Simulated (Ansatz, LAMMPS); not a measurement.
# A frame of liquid acetonitrile from 293 K (108 atoms): geometry optimisation, part 2 of 3

Wanted: the relaxed structure of a frame of liquid acetonitrile from 293 K (108 atoms) and its electronic structure.

Ansatz 0.2.0; Kohn-Sham DFT, PBE+D4, PAW (set soft_2), plane waves.

The cell: 36 C, 18 N and 54 H. The network of contacts between molecules at the start is that of the classical potential that made the cell. Only the Γ point is sampled, in a cell whose shortest periodic width is 12 Å.

So far. Step 3 (Single point at the start): Neighbours are counted within 1.34 Å (H-C), 1.85 Å (C-C), 1.62 Å (C-N).

## 4. Relaxation

With the cell held, the atoms are moved downhill towards a nearby minimum.

File input.yaml:

```yaml
crystal:
  lattice:
    - [11.60062, 0.0, 0.0]
    - [0.0, 11.60062, 0.0]
    - [0.0, 0.0, 11.60062]
  atoms:
    [... the 108 atom lines of step 3 ...]
kpoints:
  mp_grid: { grid: [1, 1, 1] }
hamiltonian:
  xc: pbe
  dispersion: d4
scf:
  occupations: { method: fermi_dirac, width: 0.05 }
output:
  forces: true
relax:
  f_tol: 0.03
  max_steps: 200
```

Started as:

```sh
$ ansatz run input.yaml --threads 4 --pin off --max-ram 8192MiB --backend cpu --events-out ev --progress --plain --runs-dir out
```

Numbers of over 12 decimals in the logs are rounded to 6 here.

Output:

```text
[...]
Crystal: 108 atoms, lattice volume = 1561.146 Å³
Basis set: ecut = 420 eV, 30551 PW (Γ), exchange–correlation on 160×160×160 points (8 copies of the dense FFT grid, shifted against one another)
Bands: 252, of which v1, the nominal top of the filled ones, is band 144 counted from 1 (143 counted from 0)
Symmetry: 1 space group operations
[...]
k-points: 1
[...]
SCF iter   1: F=—  HF=-16803.833478 eV  |F-HF|=—  |Δ(HF+E_count)|=         —  Δρ=3.27e-3  dr2=2.07e-1  ethr=1.77e-3  ⟨swp⟩=6.0  Hψ=1141  notcnv=0  defer=38
[...]
SCF iter   7: F=-16803.894391 eV  HF=-16803.894396 eV  |F-HF|=4.76e-6  |Δ(HF+E_count)|=   1.50e-6  Δρ=2.36e-5  dr2=1.17e-5  ethr=7.81e-9  ⟨swp⟩=4.0  Hψ=652  notcnv=0
SCF 1 converged in 7 iterations: F = -16803.894391 eV  dr2 = 1.17e-5
[...]
relax step   1: F+E_penalty+E_count = -16803.89439075 eV  Δ(F+E_penalty+E_count) = +0.000e0 eV  max|allowed force component| = 3.820e0 eV/Å  Δτ_max = 0.0000 Å  (7 SCF iters, dr2 threshold 2.25e-5 eV, accepted)
[...]
relax step   2: F+E_penalty+E_count = -16805.93206844 eV  Δ(F+E_penalty+E_count) = -2.038e0 eV  max|allowed force component| = 8.950e-1 eV/Å  Δτ_max = 0.1936 Å  (7 SCF iters, dr2 threshold 1.00e-4 eV, accepted)
[...]
relax step   3: F+E_penalty+E_count = -16806.44314625 eV  Δ(F+E_penalty+E_count) = -5.111e-1 eV  max|allowed force component| = 8.246e-1 eV/Å  Δτ_max = 0.1935 Å  (7 SCF iters, dr2 threshold 5.01e-5 eV, accepted)
relax step   4: F+E_penalty+E_count = -16806.68026656 eV  Δ(F+E_penalty+E_count) = -2.371e-1 eV  max|allowed force component| = 4.779e-1 eV/Å  Δτ_max = 0.1943 Å  (8 SCF iters, dr2 threshold 4.25e-5 eV, accepted)
relax step   5: F+E_penalty+E_count = -16806.82619767 eV  Δ(F+E_penalty+E_count) = -1.459e-1 eV  max|allowed force component| = 2.939e-1 eV/Å  Δτ_max = 0.1939 Å  (7 SCF iters, dr2 threshold 7.67e-5 eV, accepted)
relax step   6: F+E_penalty+E_count = -16806.92221967 eV  Δ(F+E_penalty+E_count) = -9.602e-2 eV  max|allowed force component| = 3.559e-1 eV/Å  Δτ_max = 0.1908 Å  (7 SCF iters, dr2 threshold 2.90e-5 eV, accepted)
relax step   7: F+E_penalty+E_count = -16806.98755445 eV  Δ(F+E_penalty+E_count) = -6.533e-2 eV  max|allowed force component| = 3.946e-1 eV/Å  Δτ_max = 0.1912 Å  (7 SCF iters, dr2 threshold 4.79e-5 eV, accepted)
relax step   8: F+E_penalty+E_count = -16807.02609845 eV  Δ(F+E_penalty+E_count) = -3.854e-2 eV  max|allowed force component| = 4.630e-1 eV/Å  Δτ_max = 0.1782 Å  (7 SCF iters, dr2 threshold 1.00e-4 eV, accepted)
relax step   9: F+E_penalty+E_count = -16807.07480718 eV  Δ(F+E_penalty+E_count) = -4.871e-2 eV  max|allowed force component| = 3.558e-1 eV/Å  Δτ_max = 0.1299 Å  (6 SCF iters, dr2 threshold 1.00e-4 eV, accepted)
relax step  10: F+E_penalty+E_count = -16807.14142635 eV  Δ(F+E_penalty+E_count) = -6.662e-2 eV  max|allowed force component| = 3.045e-2 eV/Å  Δτ_max = 0.2000 Å  (7 SCF iters, dr2 threshold 7.47e-5 eV, accepted)
relax step  11: F+E_penalty+E_count = -16807.14142830 eV  Δ(F+E_penalty+E_count) = -1.944e-6 eV  max|allowed force component| = 3.081e-2 eV/Å  Δτ_max = 0.0000 Å  (4 SCF iters, accepted)
relax step  12: F+E_penalty+E_count = -16807.16651097 eV  Δ(F+E_penalty+E_count) = -2.508e-2 eV  max|allowed force component| = 4.112e-1 eV/Å  Δτ_max = 0.1951 Å  (10 SCF iters, accepted)
relax step  13: F+E_penalty+E_count = -16807.20176669 eV  Δ(F+E_penalty+E_count) = -3.526e-2 eV  max|allowed force component| = 3.097e-1 eV/Å  Δτ_max = 0.1229 Å  (6 SCF iters, dr2 threshold 1.00e-4 eV, accepted)
[...]
relax step  14: F+E_penalty+E_count = -16807.23692867 eV  Δ(F+E_penalty+E_count) = -3.516e-2 eV  max|allowed force component| = 3.703e-1 eV/Å  Δτ_max = 0.1941 Å  (7 SCF iters, dr2 threshold 5.44e-5 eV, accepted)
relax step  15: F+E_penalty+E_count = -16807.26083864 eV  Δ(F+E_penalty+E_count) = -2.391e-2 eV  max|allowed force component| = 4.620e-1 eV/Å  Δτ_max = 0.1951 Å  (6 SCF iters, dr2 threshold 7.78e-5 eV, accepted)
relax step  16: F+E_penalty+E_count = -16807.29208574 eV  Δ(F+E_penalty+E_count) = -3.125e-2 eV  max|allowed force component| = 2.105e-2 eV/Å  Δτ_max = 0.1309 Å  (6 SCF iters, dr2 threshold 1.00e-4 eV, accepted)
relax step  17: F+E_penalty+E_count = -16807.29213266 eV  Δ(F+E_penalty+E_count) = -4.692e-5 eV  max|allowed force component| = 2.117e-2 eV/Å  Δτ_max = 0.0000 Å  (5 SCF iters, accepted)
relax step  18: F+E_penalty+E_count = -16807.30922796 eV  Δ(F+E_penalty+E_count) = -1.710e-2 eV  max|allowed force component| = 3.763e-1 eV/Å  Δτ_max = 0.1957 Å  (10 SCF iters, accepted)
relax step  19: F+E_penalty+E_count = -16807.32340711 eV  Δ(F+E_penalty+E_count) = -1.418e-2 eV  max|allowed force component| = 3.986e-1 eV/Å  Δτ_max = 0.1365 Å  (6 SCF iters, dr2 threshold 1.00e-4 eV, accepted)
relax step  20: F+E_penalty+E_count = -16807.34208278 eV  Δ(F+E_penalty+E_count) = -1.868e-2 eV  max|allowed force component| = 2.435e-1 eV/Å  Δτ_max = 0.1130 Å  (6 SCF iters, dr2 threshold 1.00e-4 eV, accepted)
[...]
relax step  26: F+E_penalty+E_count = -16807.40298532 eV  Δ(F+E_penalty+E_count) = -7.130e-3 eV  max|allowed force component| = 4.235e-2 eV/Å  Δτ_max = 0.1270 Å  (10 SCF iters, accepted)
relax step  27: F+E_penalty+E_count = -16807.40110792 eV  Δ(F+E_penalty+E_count) = +1.877e-3 eV  max|allowed force component| = 2.857e-1 eV/Å  Δτ_max = 0.1914 Å  (9 SCF iters, dr2 threshold 1.79e-6 eV, rejected (line search))
relax step  28: F+E_penalty+E_count = -16807.40670002 eV  Δ(F+E_penalty+E_count) = -3.715e-3 eV  max|allowed force component| = 9.977e-2 eV/Å  Δτ_max = 0.0936 Å  (10 SCF iters, accepted)
relax step  29: F+E_penalty+E_count = -16807.40766158 eV  Δ(F+E_penalty+E_count) = -9.616e-4 eV  max|allowed force component| = 1.444e-1 eV/Å  Δτ_max = 0.0809 Å  (7 SCF iters, dr2 threshold 9.95e-6 eV, accepted)
relax step  30: F+E_penalty+E_count = -16807.40931773 eV  Δ(F+E_penalty+E_count) = -1.656e-3 eV  max|allowed force component| = 6.728e-2 eV/Å  Δτ_max = 0.0275 Å  (5 SCF iters, dr2 threshold 2.08e-5 eV, accepted)
relax step  31: F+E_penalty+E_count = -16807.41038533 eV  Δ(F+E_penalty+E_count) = -1.068e-3 eV  max|allowed force component| = 4.415e-2 eV/Å  Δτ_max = 0.0617 Å  (7 SCF iters, dr2 threshold 9.83e-7 eV, accepted)
relax step  32: F+E_penalty+E_count = -16807.41197888 eV  Δ(F+E_penalty+E_count) = -1.594e-3 eV  max|allowed force component| = 5.552e-2 eV/Å  Δτ_max = 0.0770 Å  (10 SCF iters, accepted)
relax step  33: F+E_penalty+E_count = -16807.41234956 eV  Δ(F+E_penalty+E_count) = -3.707e-4 eV  max|allowed force component| = 1.689e-1 eV/Å  Δτ_max = 0.1110 Å  (8 SCF iters, dr2 threshold 1.33e-6 eV, accepted)
[...]
relax step  36: F+E_penalty+E_count = -16807.41503893 eV  Δ(F+E_penalty+E_count) = -1.190e-8 eV  max|allowed force component| = 9.184e-3 eV/Å  Δτ_max = 0.0000 Å  (2 SCF iters, accepted)
relax step  37: F+E_penalty+E_count = -16807.41725979 eV  Δ(F+E_penalty+E_count) = -2.221e-3 eV  max|allowed force component| = 3.663e-2 eV/Å  Δτ_max = 0.1122 Å  (10 SCF iters, accepted)
relax step  38: F+E_penalty+E_count = -16807.41556103 eV  Δ(F+E_penalty+E_count) = +1.699e-3 eV  max|allowed force component| = 2.724e-1 eV/Å  Δτ_max = 0.1999 Å  (8 SCF iters, dr2 threshold 1.34e-6 eV, rejected (line search))
relax step  39: F+E_penalty+E_count = -16807.41983122 eV  Δ(F+E_penalty+E_count) = -2.571e-3 eV  max|allowed force component| = 5.432e-2 eV/Å  Δτ_max = 0.0981 Å  (10 SCF iters, accepted)
[...]
relax step  41: F+E_penalty+E_count = -16807.42313224 eV  Δ(F+E_penalty+E_count) = -1.439e-3 eV  max|allowed force component| = 1.282e-1 eV/Å  Δτ_max = 0.0861 Å  (7 SCF iters, dr2 threshold 8.16e-6 eV, accepted)
relax step  42: F+E_penalty+E_count = -16807.42419921 eV  Δ(F+E_penalty+E_count) = -1.067e-3 eV  max|allowed force component| = 1.878e-1 eV/Å  Δτ_max = 0.1025 Å  (7 SCF iters, dr2 threshold 1.64e-5 eV, accepted)
relax step  43: F+E_penalty+E_count = -16807.42631418 eV  Δ(F+E_penalty+E_count) = -2.115e-3 eV  max|allowed force component| = 2.086e-1 eV/Å  Δτ_max = 0.0845 Å  (5 SCF iters, dr2 threshold 3.53e-5 eV, accepted)
relax step  44: F+E_penalty+E_count = -16807.42868176 eV  Δ(F+E_penalty+E_count) = -2.368e-3 eV  max|allowed force component| = 1.319e-1 eV/Å  Δτ_max = 0.0518 Å  (5 SCF iters, dr2 threshold 4.35e-5 eV, accepted)
relax step  45: F+E_penalty+E_count = -16807.43070273 eV  Δ(F+E_penalty+E_count) = -2.021e-3 eV  max|allowed force component| = 6.095e-2 eV/Å  Δτ_max = 0.0752 Å  (6 SCF iters, dr2 threshold 6.95e-6 eV, accepted)
relax step  46: F+E_penalty+E_count = -16807.43357419 eV  Δ(F+E_penalty+E_count) = -2.871e-3 eV  max|allowed force component| = 1.057e-1 eV/Å  Δτ_max = 0.1800 Å  (10 SCF iters, accepted)
relax step  47: F+E_penalty+E_count = -16807.43430097 eV  Δ(F+E_penalty+E_count) = -7.268e-4 eV  max|allowed force component| = 2.117e-1 eV/Å  Δτ_max = 0.1408 Å  (7 SCF iters, dr2 threshold 2.39e-6 eV, accepted)
relax step  48: F+E_penalty+E_count = -16807.43645269 eV  Δ(F+E_penalty+E_count) = -2.152e-3 eV  max|allowed force component| = 8.780e-2 eV/Å  Δτ_max = 0.0321 Å  (5 SCF iters, dr2 threshold 4.48e-5 eV, accepted)
relax step  49: F+E_penalty+E_count = -16807.43759692 eV  Δ(F+E_penalty+E_count) = -1.144e-3 eV  max|allowed force component| = 1.395e-2 eV/Å  Δτ_max = 0.0272 Å  (7 SCF iters, dr2 threshold 1.33e-6 eV, accepted)
[...]
relax step  50: F+E_penalty+E_count = -16807.43759695 eV  Δ(F+E_penalty+E_count) = -2.646e-8 eV  max|allowed force component| = 1.396e-2 eV/Å  Δτ_max = 0.0000 Å  (2 SCF iters, accepted)
SCF converged after 2 iterations
Free energy (F): -16807.437597 eV
[...]
Internal energy: -16807.437597 eV  (E = F + TS)
E sigma→0 (E₀):  -16807.437597 eV
Fermi energy:    -0.637691 eV
[...]
--- Forces (eV/Å), atoms counted from 1 ---
  atom   1  C     -0.00072373    -0.00015454     0.00082567
  atom   2  C     -0.00028272     0.00025917    -0.00128456
  atom   3  N      0.00013817    -0.00102811     0.00004834
  atom   4  H      0.00185065    -0.00033341    -0.00036794
  atom   5  H      0.00061850    -0.00005752    -0.00021181
  atom   6  H     -0.00064888    -0.00011147    -0.00082170
  atom   7  C      0.00032609    -0.00080094     0.00087857
  atom   8  C     -0.00017701    -0.00010687     0.00068285
  atom   9  N      0.00054851    -0.00028447     0.00019397
  atom  10  H      0.00108797    -0.00173601     0.00005379
  atom  11  H     -0.00018519    -0.00066484    -0.00049465
  atom  12  H      0.00017099    -0.00031776     0.00012338
  atom  13  C     -0.00085860     0.00193841    -0.00080419
  atom  14  C     -0.00019401    -0.00156396    -0.00055009
[...]
atom 107  H     -0.00003647     0.00029659    -0.00090504
  atom 108  H      0.00008238    -0.00085772    -0.00042980
  max |Σ_I F_I| component: 1.59e-4 eV/Å
--- Relaxed structure (50 steps of the walk, 48 accepted, 0 SCFs on fresh bases) ---
  F+E_penalty+E_count = -16807.43759695 eV   max|allowed force component| = 1.396e-2 eV/Å
  atoms:
    - { symbol: C, position: [0.817013, 0.312070, 0.917371] }
    - { symbol: C, position: [0.693749, 0.294491, 0.906381] }
    - { symbol: N, position: [0.594842, 0.281002, 0.897024] }
    - { symbol: H, position: [0.841046, 0.322422, 0.00844026] }
[...]
- { symbol: H, position: [0.848955, 0.839689, 0.663587] }
```

Elapsed: 6.6 min, on 4 threads of Arm Neoverse V1, shared host; peak memory 1.5 GiB; 25 min of CPU time.

The steps of the relaxation (22 of 50):

```
step  energy less that of the first step (eV)  largest force component (eV/Å)
   1                                   0.0000                          3.8197
   3                                  -2.5488                          0.8246
   6                                  -3.0278                          0.3559
   8                                  -3.1317                          0.4630
  10                                  -3.2470                          0.0304
  13                                  -3.3074                          0.3097
  15                                  -3.3664                          0.4620
  17                                  -3.3977                          0.0212
  20                                  -3.4477                          0.2435
  22                                  -3.4761                          0.3640
  24                                  -3.5015                          0.0162
  27                                  -3.5067                          0.2857
  29                                  -3.5133                          0.1444
  31                                  -3.5160                          0.0441
  34                                  -3.5195                          0.0772
  36                                  -3.5206                          0.0092
  38                                  -3.5212                          0.2724
  41                                  -3.5287                          0.1282
  43                                  -3.5319                          0.2086
  45                                  -3.5363                          0.0609
  48                                  -3.5421                          0.0878
  50                                  -3.5432                          0.0140
```

Relaxation steps 27, 38 were tried and not accepted.

The atoms that moved most (Å):

```
atom      dx      dy      dz  length
 H83   1.493  -1.220   0.592   2.017
 H77  -0.729  -0.028   1.569   1.730
H102  -0.178  -0.866   1.434   1.684
 N15  -0.026   0.817  -1.418   1.637
 H16  -0.162   0.228  -1.606   1.630
 H40  -0.588  -1.396   0.305   1.545
 H30  -0.405   1.350  -0.295   1.440
 H36  -0.031  -0.156   1.415   1.424
```

The relaxation changed the energy by -32.8 meV/atom, and atoms moved by 0.91 Å r.m.s., 2.0 Å at most.

## 5. Distances and neighbours after relaxation

Bonds before and after, by the cutoffs listed below:

```
pair  bonds before  bonds after  mean before (Å)  mean after (Å)  spread before (Å)  spread after (Å)
 H-C            54           54            1.096           1.098              0.025             0.001
 C-C            18           18            1.452           1.449              0.029             0.001
 C-N            18           18            1.160           1.163              0.013             0.001
```

Density 0.786 g/cm³, 14.46 Å³ an atom.

g(r), total and by pair (bins of 0.2 Å):

```
r (Å)  total   H-H    H-C   H-N   C-C    C-N   N-N
 1.00   4.88  0.00  14.65  0.00  0.00   0.00  0.00
 1.20   1.48  0.00   0.25  0.00  0.00  12.50  0.00
 1.40   0.94  0.00   0.00  0.00  8.45   0.00  0.00
 1.60   0.00  0.00   0.00  0.00  0.00   0.00  0.00
 1.80   1.82  7.28   0.00  0.00  0.00   0.00  0.00
 2.00   1.06  0.00   3.19  0.00  0.00   0.00  0.00
 2.20   0.26  0.00   0.78  0.00  0.00   0.00  0.00
 2.40   0.22  0.00   0.00  1.31  0.00   0.00  0.00
 2.60   0.64  0.12   0.00  2.00  0.00   2.50  0.00
 2.80   0.27  0.27   0.12  0.97  0.00   0.00  0.00
 3.00   0.45  0.61   0.32  1.14  0.00   0.00  0.00
 3.20   1.21  0.83   0.89  4.21  0.00   0.09  0.00
 3.40   0.77  1.11   0.64  0.43  0.16   1.71  0.00
 3.60   1.10  0.72   0.69  1.04  0.74   3.80  0.57
 3.80   1.02  0.83   1.10  0.83  1.24   1.47  0.26
 4.00   1.14  0.61   1.16  1.27  1.87   1.15  1.92
 4.20   1.19  1.02   1.23  1.48  1.29   0.87  1.54
 4.40   1.10  1.19   1.21  0.89  1.63   0.25  1.38
 4.60   1.13  1.08   1.24  0.96  1.49   0.68  1.63
 4.80   1.24  1.53   1.36  0.53  1.42   0.83  2.18
 5.00   1.08  1.25   1.31  0.56  0.96   0.92  0.93
 5.20   1.00  1.18   1.08  0.78  0.81   0.88  0.70
 5.40   1.05  1.01   1.33  0.48  1.35   0.69  1.72
 5.60   0.94  1.01   0.95  0.89  0.97   0.70  1.11
```

Bonds by pair of elements; cutoffs follow the first minimum of g(r), held within bounds set by covalent radii, and pairs that aren't listed don't count as bonded:

```
pair A-B  cutoff (Å)  bonds  mean length (Å)  spread (Å)  shortest (Å)  B about A  A about B
     H-C        1.34     54             1.10       0.001          1.10          1        1.5
     C-C        1.85     18             1.45       0.001          1.45          1          1
     C-N        1.62     18             1.16       0.001          1.16        0.5          1
```

How many atoms have how many bonded neighbours:

```
element  mean   1   2   4
      C     3   0  18  18
      H     1  54   0   0
      N     1  18   0   0
```

Bond angles, per cent of each kind in bins of 5°:

```
angle (°)  H-C-H  C-C-H  C-C-N
  105–110   96.3   63.0    0.0
  110–115    3.7   37.0    0.0
  115–120    0.0    0.0    0.0
  120–125    0.0    0.0    0.0
  125–130    0.0    0.0    0.0
  130–135    0.0    0.0    0.0
  135–140    0.0    0.0    0.0
  140–145    0.0    0.0    0.0
  145–150    0.0    0.0    0.0
  150–155    0.0    0.0    0.0
  155–160    0.0    0.0    0.0
  160–165    0.0    0.0    0.0
  165–170    0.0    0.0    0.0
  170–175    0.0    0.0    0.0
  175–180    0.0    0.0  100.0
```

Bond angles (no mean is given where the spread exceeds 20°):

```
angle  count  mean (°)  spread (°)
H-C-H     54       109         0.6
C-C-H     54       110         0.6
C-C-N     18       179         0.2
```

Bond length by coordination (bonds to H left out):

```
element  coordination  atoms  mean bond length (Å)
      C             2     18                  1.31
      C             4     18                  1.45
```

By these cutoffs 50 % of C atoms have 2 and as many 4, all H atoms have 1 and all N atoms have 1 bonded neighbour. The H-C-H angle averages 109° with a spread of 0.6°.

(Part 2 of 3 ends here.)

[Logs are printed without paths, hosts, clocks, repeated set-up lines and the standing remarks that a program may print on its own settings, such as how far it seeks lower states.]

[Hosts, paths, dates, database ids (printed as entryN), source tags and the programs' standing remarks are cut or masked in the printed files.]
